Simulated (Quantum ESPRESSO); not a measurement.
# TiAu: where do free moments turn?

The moments of TiAu start in several directions and relax. Which textures last, and at what energy?

Program: Quantum ESPRESSO 7.5. Level of theory: LDA; plane waves with GBRV 1.5 LDA potentials, no spin-orbit coupling. Results are calculated unless marked as measured.

## Step 1: The structure

It takes space group Pmma (No. 51, orthorhombic). The conventional cell has a = 4.615 Å, b = 2.955 Å, c = 4.948 Å, α = 90.00°, β = 90.00°, γ = 90.00°. Nearest to Ti lie 8 Au at 2.83 to 2.90 Å and 4 Ti at 2.91 to 2.96 Å. Nearest to Au lie 8 Ti at 2.83 to 2.90 Å and 4 Au at 2.89 to 2.96 Å. Farther neighbours are not listed.

The cell comes from Materials Project 2023-11-01, a database of computed structures, and need not be the stable phase.

## Step 2: Start 1: collinear parallel

Input file pw.in:

```
&CONTROL
  calculation = 'scf'
  prefix = 'pwscf'
  outdir = './tmp'
  pseudo_dir = './pseudo'
  disk_io = 'nowf'
/
&SYSTEM
  ibrav = 0
  nat = 4
  ntyp = 2
  ecutwfc = 34
  ecutrho = 238
  nbnd = 64
  occupations = 'smearing'
  smearing = 'fd'
  degauss = 0.00367493
  noncolin = .true.
  starting_magnetization(1) = 0.0833
  angle1(1) = 0
  angle2(1) = 0
  starting_magnetization(2) = 0
/
&ELECTRONS
  conv_thr = 8d-09
  electron_maxstep = 150
  mixing_beta = 0.3
/
ATOMIC_SPECIES
Ti     47.8670 ti_lda_v1.4.uspp.F.UPF
Au    196.9666 au_lda_v1.uspp.F.UPF
CELL_PARAMETERS angstrom
   4.6150713700    0.0000000000    0.0000000000
   0.0000000000    2.9551944000    0.0000000000
   0.0000000000    0.0000000000    4.9475130000
ATOMIC_POSITIONS crystal
Ti      0.2500000000    0.0000000000    0.8201905100
Ti      0.7500000000    0.0000000000    0.1798094900
Au      0.2500000000    0.5000000000    0.3241104800
Au      0.7500000000    0.5000000000    0.6758895200
K_POINTS automatic
4 6 4 0 0 0
```

Run with:

```bash
OMP_NUM_THREADS=1 mpirun -n 4 pw.x -nk 4 -in pw.in > pw.out
```

What it wrote:

```text
Program PWSCF v.7.5 starts

     Message from routine setup:
     using ibrav=0 with symmetry is DISCOURAGED, use correct ibrav instead

     K-points division:     npool     =       4
     Subspace diagonalization in iterative solution of the eigenvalue problem:

     bravais-lattice index     =            0
     lattice parameter (alat)  =       8.7212  a.u.
     unit-cell volume          =     455.3528 (a.u.)^3
     number of atoms/cell      =            4
     number of atomic types    =            2
     number of electrons       =        46.00
     number of Kohn-Sham states=           64
     kinetic-energy cutoff     =      34.0000  Ry
     charge density cutoff     =     238.0000  Ry
     scf convergence threshold =      8.0E-09
     mixing beta               =       0.3000
     number of iterations used =            8  plain     mixing
     Exchange-correlation= SLA  PZ   NOGX NOGC
                           (   1   1   0   0   0   0   0)
     Noncollinear calculation without spin-orbit

     celldm(1)=   8.721221  celldm(2)=   0.000000  celldm(3)=   0.000000
     celldm(4)=   0.000000  celldm(5)=   0.000000  celldm(6)=   0.000000

     crystal axes: (cart. coord. in units of alat)
               a(1) = (   1.000000   0.000000   0.000000 )
               a(2) = (   0.000000   0.640336   0.000000 )
               a(3) = (   0.000000   0.000000   1.072034 )

     reciprocal axes: (cart. coord. in units 2 pi/alat)
               b(1) = (  1.000000  0.000000  0.000000 )
               b(2) = (  0.000000  1.561681  0.000000 )
               b(3) = (  0.000000  0.000000  0.932806 )

     PseudoPot. # 1 for Ti read from file:
     ti_lda_v1.4.uspp.F.UPF
     Pseudo is Ultrasoft + core correction, Zval = 12.0

     PseudoPot. # 2 for Au read from file:
     au_lda_v1.uspp.F.UPF
     Pseudo is Ultrasoft + core correction, Zval = 11.0

     atomic species   valence    mass     pseudopotential
     Ti               12.00    47.86700     Ti( 1.00)
     Au               11.00   196.96660     Au( 1.00)

      8 Sym. Ops., with inversion, found ( 4 have fractional translation)

   Cartesian axes

     site n.     atom                  positions (alat units)
         1        Ti     tau(   1) = (   0.2500000   0.0000000   0.8792720  )
         2        Ti     tau(   2) = (   0.7500000   0.0000000   0.1927619  )
         3        Au     tau(   3) = (   0.2500000   0.3201678   0.3474574  )
         4        Au     tau(   4) = (   0.7500000   0.3201678   0.7245765  )

     number of k points=    36  Fermi-Dirac smearing, width (Ry)=  0.0037
                       cart. coord. in units 2pi/alat
        k(    1) = (   0.0000000   0.0000000   0.0000000), wk =   0.0104167
        k(    2) = (   0.0000000   0.0000000   0.2332016), wk =   0.0208333
        k(    3) = (   0.0000000   0.0000000  -0.4664032), wk =   0.0104167
        k(    4) = (   0.0000000   0.2602802   0.0000000), wk =   0.0208333
        k(    5) = (   0.0000000   0.2602802   0.2332016), wk =   0.0416667
        [... 31 further k-points ...]

     Dense  grid:    28281 G-vectors     FFT dimensions: (  48,  27,  45)

     Smooth grid:    12211 G-vectors     FFT dimensions: (  36,  24,  36)

     Check: negative core charge=   -0.000008
     Generating pointlists ...
     new r_m :   0.2531 (alat units)  2.2072 (a.u.) for type    1
     new r_m :   0.2531 (alat units)  2.2072 (a.u.) for type    2

     Initial potential from superposition of free atoms

     starting charge      43.9997, renormalised to      46.0000

     negative rho (up, down):  2.915E-03 0.000E+00

 ==============================================================================
     atom number    1 relative position :    0.2500   0.0000   0.8793
     charge :    10.262418  (integrated on a sphere of radius 0.253)
     magnetization :          0.000000    0.000000    0.834719
     magnetization/charge:    0.000000    0.000000    0.081337
     polar coord.: r, theta, phi [deg] :     0.834719    0.000000  360.000000

 ==============================================================================

 ==============================================================================
     atom number    2 relative position :    0.7500   0.0000   0.1928
     charge :    10.262418  (integrated on a sphere of radius 0.253)
     magnetization :          0.000000    0.000000    0.834719
     magnetization/charge:    0.000000    0.000000    0.081337
     polar coord.: r, theta, phi [deg] :     0.834719    0.000000  360.000000

 ==============================================================================

 ==============================================================================
     atom number    3 relative position :    0.2500   0.3202   0.3475
     charge :     9.900018  (integrated on a sphere of radius 0.253)
     magnetization :          0.000000    0.000000    0.022647
     magnetization/charge:    0.000000    0.000000    0.002288
     polar coord.: r, theta, phi [deg] :     0.022647    0.000000  360.000000

 ==============================================================================

 ==============================================================================
     atom number    4 relative position :    0.7500   0.3202   0.7246
     charge :     9.900018  (integrated on a sphere of radius 0.253)
     magnetization :          0.000000    0.000000    0.022647
     magnetization/charge:    0.000000    0.000000    0.002288
     polar coord.: r, theta, phi [deg] :     0.022647    0.000000  360.000000

 ==============================================================================
     Starting wfcs are   76 randomized atomic wfcs

     Self-consistent Calculation

     iteration #  1     ecut=    34.00 Ry     beta= 0.30
     Davidson diagonalization with overlap
     ethr =  1.00E-02,  avg # of iterations =  2.0

     negative rho (up, down):  1.689E-03 0.000E+00

     total energy              =    -462.04564408 Ry
     estimated scf accuracy    <      16.55989283 Ry

     total magnetization       =    -0.00     0.00     0.71 Bohr mag/cell
     absolute magnetization    =     1.26 Bohr mag/cell

     iteration #  2     ecut=    34.00 Ry     beta= 0.30
     Davidson diagonalization with overlap
     ethr =  1.00E-02,  avg # of iterations =  3.8

     negative rho (up, down):  2.101E-03 0.000E+00

     total energy              =    -468.40747436 Ry
     estimated scf accuracy    <       9.37313419 Ry

     total magnetization       =     0.00     0.00     0.09 Bohr mag/cell
     absolute magnetization    =     0.11 Bohr mag/cell

     [... further iterations left out ...]

     iteration # 16     ecut=    34.00 Ry     beta= 0.30
     Davidson diagonalization with overlap
     ethr =  3.27E-10,  avg # of iterations =  2.6

     negative rho (up, down):  1.979E-03 0.000E+00

     total energy              =    -468.43802356 Ry
     estimated scf accuracy    <       0.00000002 Ry

     total magnetization       =    -0.00    -0.00     1.00 Bohr mag/cell
     absolute magnetization    =     1.02 Bohr mag/cell

     iteration # 17     ecut=    34.00 Ry     beta= 0.30
     Davidson diagonalization with overlap
     ethr =  4.12E-11,  avg # of iterations =  3.5

     negative rho (up, down):  1.979E-03 0.000E+00

 ==============================================================================
     atom number    1 relative position :    0.2500   0.0000   0.8793
     charge :    10.364304  (integrated on a sphere of radius 0.253)
     magnetization :          0.000000    0.000000    0.408054
     magnetization/charge:    0.000000    0.000000    0.039371
     polar coord.: r, theta, phi [deg] :     0.408054    0.000000  360.000000

 ==============================================================================

 ==============================================================================
     atom number    2 relative position :    0.7500   0.0000   0.1928
     charge :    10.364304  (integrated on a sphere of radius 0.253)
     magnetization :         -0.000000   -0.000000    0.408054
     magnetization/charge:   -0.000000   -0.000000    0.039371
     polar coord.: r, theta, phi [deg] :     0.408054    0.000000  360.000000

 ==============================================================================

 ==============================================================================
     atom number    3 relative position :    0.2500   0.3202   0.3475
     charge :     9.310683  (integrated on a sphere of radius 0.253)
     magnetization :          0.000000   -0.000000    0.009907
     magnetization/charge:    0.000000   -0.000000    0.001064
     polar coord.: r, theta, phi [deg] :     0.009907    0.000000  360.000000

 ==============================================================================

 ==============================================================================
     atom number    4 relative position :    0.7500   0.3202   0.7246
     charge :     9.310683  (integrated on a sphere of radius 0.253)
     magnetization :          0.000000   -0.000000    0.009907
     magnetization/charge:    0.000000   -0.000000    0.001064
     polar coord.: r, theta, phi [deg] :     0.009907    0.000000  360.000000

 ==============================================================================

     End of self-consistent calculation

     [... lines left out ...]
     the Fermi energy is    14.8121 ev

!    total energy              =    -468.43802357 Ry
     estimated scf accuracy    <          2.4E-09 Ry
     smearing contrib. (-TS)   =      -0.00211649 Ry
     internal energy E=F+TS    =    -468.43590708 Ry

     The total energy is F=E-TS. E is the sum of the following terms:
     one-electron contribution =     -57.11106973 Ry
     hartree contribution      =      64.00108603 Ry
     xc contribution           =    -159.80647450 Ry
     ewald contribution        =    -315.51944887 Ry

     total magnetization       =     0.00    -0.00     1.00 Bohr mag/cell
     absolute magnetization    =     1.02 Bohr mag/cell

     convergence has been achieved in  17 iterations

=------------------------------------------------------------------------------=
   JOB DONE.
=------------------------------------------------------------------------------=
```

Wall time 66 s (4 MPI ranks of Arm Neoverse V1, shared host); peak memory 0.65 GiB.

Spin moment in the atom's sphere by atom:

| atom | x (μB) | y (μB) | z (μB) | size |
| --- | --- | --- | --- | --- |
| Ti1 | 0.000 | 0.000 | 0.408 | 0.408 |
| Ti2 | 0.000 | 0.000 | 0.408 | 0.408 |
| Au3 | 0.000 | 0.000 | 0.010 | 0.010 |
| Au4 | 0.000 | 0.000 | 0.010 | 0.010 |

Read from the output:

- smearing term TS: 0.02880 eV
- magnetization: 0, 0, 1.002 μB
- absolute magnetization: 1.018 μB
- final state: ferromagnetic

## Step 3: Start 2: random 2

Changes to pw.in since step 2:

```diff
@@ -10,3 +10,3 @@
   nat = 4
-  ntyp = 2
+  ntyp = 3
   ecutwfc = 34
@@ -19,5 +19,9 @@
   starting_magnetization(1) = 0.0833
-  angle1(1) = 0
-  angle2(1) = 0
-  starting_magnetization(2) = 0
+  angle1(1) = 120.334
+  angle2(1) = -0.398
+  starting_magnetization(2) = 0.0833
+  angle1(2) = 101.656
+  angle2(2) = 156.21
+  starting_magnetization(3) = 0
+  nosym = .true.
 /
@@ -29,3 +33,4 @@
 ATOMIC_SPECIES
-Ti     47.8670 ti_lda_v1.4.uspp.F.UPF
+Ti1    47.8670 ti_lda_v1.4.uspp.F.UPF
+Ti2    47.8670 ti_lda_v1.4.uspp.F.UPF
 Au    196.9666 au_lda_v1.uspp.F.UPF
@@ -36,4 +41,4 @@
 ATOMIC_POSITIONS crystal
-Ti      0.2500000000    0.0000000000    0.8201905100
-Ti      0.7500000000    0.0000000000    0.1798094900
+Ti1     0.2500000000    0.0000000000    0.8201905100
+Ti2     0.7500000000    0.0000000000    0.1798094900
 Au      0.2500000000    0.5000000000    0.3241104800
```

What it wrote:

```text
     [... lines left out ...]
Program PWSCF v.7.5 starts
     [... lines left out ...]
     number of atoms/cell      =            4
     [... lines left out ...]
     number of electrons       =        46.00
     number of Kohn-Sham states=           64
     kinetic-energy cutoff     =      34.0000  Ry
     charge density cutoff     =     238.0000  Ry
     scf convergence threshold =      8.0E-09
     [... lines left out ...]
     Noncollinear calculation without spin-orbit
     [... lines left out ...]
     No symmetry found
     [... lines left out ...]
     number of k points=    96  Fermi-Dirac smearing, width (Ry)=  0.0037
     [... lines left out ...]
     iteration # 22     ecut=    34.00 Ry     beta= 0.30
     [... lines left out ...]
     atom number    1 relative position :    0.2500   0.0000   0.8793
     [... lines left out ...]
     magnetization :         -0.016478    0.196555   -0.357347
     [... lines left out ...]
     atom number    2 relative position :    0.7500   0.0000   0.1928
     [... lines left out ...]
     magnetization :         -0.017219    0.196726   -0.357222
     [... lines left out ...]
     atom number    3 relative position :    0.2500   0.3202   0.3475
     [... lines left out ...]
     magnetization :         -0.000407    0.004764   -0.008656
     [... lines left out ...]
     atom number    4 relative position :    0.7500   0.3202   0.7246
     [... lines left out ...]
     magnetization :         -0.000410    0.004764   -0.008656
     [... lines left out ...]
     the Fermi energy is    14.8121 ev
!    total energy              =    -468.43801944 Ry
     estimated scf accuracy    <          3.4E-09 Ry
     smearing contrib. (-TS)   =      -0.00211648 Ry
     [... lines left out ...]
     total magnetization       =    -0.04     0.48    -0.88 Bohr mag/cell
     absolute magnetization    =     1.02 Bohr mag/cell
     convergence has been achieved in  22 iterations
```

It took 3.5 min on 4 MPI ranks; peak memory 0.83 GiB.

Spin moment in the atom's sphere by atom:

| atom | x (μB) | y (μB) | z (μB) | size |
| --- | --- | --- | --- | --- |
| Ti1 | -0.017 | 0.197 | -0.357 | 0.408 |
| Ti2 | -0.017 | 0.197 | -0.357 | 0.408 |
| Au3 | 0.000 | 0.005 | -0.009 | 0.010 |
| Au4 | 0.000 | 0.005 | -0.009 | 0.010 |

This step gave:

```
smearing term TS       : 0.02880 eV
magnetization          : -0.041, 0.483, -0.878 μB
absolute magnetization : 1.018 μB
final state            : ferromagnetic
```

Valence density in the bc plane at fractional x = 0.250, with atoms of Ti and Au within 0.2 Å of it. It is the smooth field of the valence electrons, not physical close to the nuclei.

Ten even steps from '_' (0.2 e/Å³) to '@' (8.5 e/Å³), each cell a mean:
```
....______________________..
**==::________________..--++
@@@@++..______________::##@@
::@@##::____________..==@@**
==@@##::____________..==@@##
@@%%==..______________::**@@
==--..________________..::==
..________________________..
____________________________
____________________________
____________________________
__________........__________
________..::::::::..________
______..::--------::..______
______..::--==++==--::______
______..::--++++==--::..____
______..::--====----..______
________..::----::::..______
________....::::....________
____________________________
____________________________
____________________________
____________________________
```
Columns run along b (3.0 Å), rows up along c (4.9 Å). Atoms in or near the plane, at fractional coordinates: Ti at (0.00, 0.82), Au at (0.50, 0.32).

## Step 4: Start 3: two sublattices 60 degrees apart

Changes to pw.in since step 3:

```diff
@@ -19,9 +19,8 @@
   starting_magnetization(1) = 0.0833
-  angle1(1) = 120.334
-  angle2(1) = -0.398
+  angle1(1) = 90
+  angle2(1) = 0
   starting_magnetization(2) = 0.0833
-  angle1(2) = 101.656
-  angle2(2) = 156.21
+  angle1(2) = 90
+  angle2(2) = 59.999
   starting_magnetization(3) = 0
-  nosym = .true.
 /
```

What it wrote:

```text
     [... lines left out ...]
Program PWSCF v.7.5 starts
     [... lines left out ...]
     number of atoms/cell      =            4
     [... lines left out ...]
     number of electrons       =        46.00
     number of Kohn-Sham states=           64
     kinetic-energy cutoff     =      34.0000  Ry
     charge density cutoff     =     238.0000  Ry
     scf convergence threshold =      8.0E-09
     [... lines left out ...]
     Noncollinear calculation without spin-orbit
     [... lines left out ...]
      2 Sym. Ops. (no inversion) found ( 1 have fractional translation)
     [... lines left out ...]
     number of k points=    72  Fermi-Dirac smearing, width (Ry)=  0.0037
     [... lines left out ...]
     iteration # 21     ecut=    34.00 Ry     beta= 0.30
     [... lines left out ...]
     atom number    1 relative position :    0.2500   0.0000   0.8793
     [... lines left out ...]
     magnetization :          0.353647    0.203979    0.000000
     [... lines left out ...]
     atom number    2 relative position :    0.7500   0.0000   0.1928
     [... lines left out ...]
     magnetization :          0.353521    0.204199    0.000000
     [... lines left out ...]
     atom number    3 relative position :    0.2500   0.3202   0.3475
     [... lines left out ...]
     magnetization :          0.008565    0.004943   -0.000000
     [... lines left out ...]
     atom number    4 relative position :    0.7500   0.3202   0.7246
     [... lines left out ...]
     magnetization :          0.008564    0.004944   -0.000000
     [... lines left out ...]
     the Fermi energy is    14.8121 ev
!    total energy              =    -468.43802357 Ry
     estimated scf accuracy    <          1.8E-09 Ry
     smearing contrib. (-TS)   =      -0.00211611 Ry
     [... lines left out ...]
     total magnetization       =     0.87     0.50     0.00 Bohr mag/cell
     absolute magnetization    =     1.02 Bohr mag/cell
     convergence has been achieved in  21 iterations
```

It took 2.5 min on 4 MPI ranks; peak memory 0.76 GiB; 10 min of CPU time.

Spin moment in the atom's sphere by atom:

| atom | x (μB) | y (μB) | z (μB) | size |
| --- | --- | --- | --- | --- |
| Ti1 | 0.354 | 0.204 | 0.000 | 0.408 |
| Ti2 | 0.353 | 0.204 | 0.000 | 0.408 |
| Au3 | 0.009 | 0.005 | 0.000 | 0.010 |
| Au4 | 0.009 | 0.005 | 0.000 | 0.010 |

This step gave:

```
smearing term TS       : 0.02879 eV
magnetization          : 0.869, 0.501, 0 μB
absolute magnetization : 1.018 μB
final state            : ferromagnetic
```

(Continued in part 2 of 2.)

[Logs and program files are shortened in this print: banners, set-up blocks, solver, clock and traceback lines can be left out without a mark of their own.]

[Logs are printed without paths, hosts, clocks, repeated set-up lines and the standing remarks that a program may print on its own settings, such as how far it seeks lower states.]

[Hosts, paths, dates, database ids (printed as entryN), source tags and the programs' standing remarks are cut or masked in the printed files.]

[Where a cell is said to come from a database of computed structures, the database is the Materials Project.]
